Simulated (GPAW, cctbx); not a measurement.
# By hand: from a DFT structure factor to an extinction distance in VCuTe2

VCuTe2, P-3m1 (no. 164), a = 4.1209 Å, b = 4.1209 Å, c = 5.9010 Å, α = 90.00°, β = 90.00°, γ = 120.00°.

```
atom  mult.    x    y       z
 Te1      2  2/3  1/3  0.7537
 Cu1      1    0    0     1/2
  V1      1    0    0       0
```

The cell comes from substitution in a known structure type and wasn't matched to any measured phase.

A DFT run (GPAW, PBE, 450 eV, 7×7×4 k-points (along the axes of the calculation cell), Fermi–Dirac width 0.1 eV, spin-polarised) gives the static X-ray structure factor of 001 as 3.974 e for the conventional cell; superposed free atoms give 4.183 e. **Problem.** Find the Fourier component V of the crystal potential and the two-beam extinction distance at 120 kV in both cases.

## 1. Geometry

The cell volume is Ω = 86.78 Å³ and d(001) = 5.9010 Å, so g = 1/d = 0.1695 Å⁻¹.

## 2. The nuclei

Electrons feel nuclei as well as electrons, so the nuclear charges are summed with the same phases.

Phase sums Σ exp(2πi h·x), turned so that the total is real and positive: Te -0.046, Cu +1.000, V -1.000. Then F_Z = 52 × (-0.046) + 29 × (+1.000) + 23 × (-1.000) = 3.60 e. The electron term has the same sign for this reflection.

## 3. Mott–Bethe

Poisson's equation, term by term, gives V = (e/4πε₀)(F_Z − F)/(πΩg²), with e/4πε₀ = 14.3996 V Å.

The prefactor is 14.3996 × 5.9010²/(π × 86.78) = 1.83916 V per electron. Free atoms: (3.60 − 4.183) × 1.83916 = -1.077 V. Crystal: (3.60 − 3.974) × 1.83916 = -0.692 V. F changes by -5.00 % and V by -35.7 %: the same 0.21 e is measured against F_Z − F = -0.6 e in place of F = 4.2 e.

## 4. Extinction distance

In the two-beam case ξ = 1/(λU) with U = 2γm₀eV/h², that is ξ = 150.41 V Å²/(γλV).

At 120 kV, λ = 0.03349 Å and γ = 1.2348. Free atoms: ξ = 3377 Å. Crystal: ξ = 5252 Å. The thickness fringes go as sin²(πt/ξ), so the two patterns slip by a quarter of a period when t|1/ξ₁ − 1/ξ₀| = 1/4, at t ≈ 237 nm. Thermal motion, absorption and many-beam coupling, left out here, change a real pattern.

## 5. Answer

V(001) is -0.69 V against -1.08 V, and ξ is 5252 against 3377 Å. Limits: static atoms, two beams; a ferromagnetic start is the only order tried, and the real ground state may be antiferromagnetic or insulating.

[Outputs are excerpts: Python notices, other lines and further rows are left out; steps that failed or that the build refused (PBEsol, TPSS) are not shown.]

[Logs are printed without paths, hosts, clocks, repeated set-up lines and the standing remarks that a program may print on its own settings, such as how far it seeks lower states.]
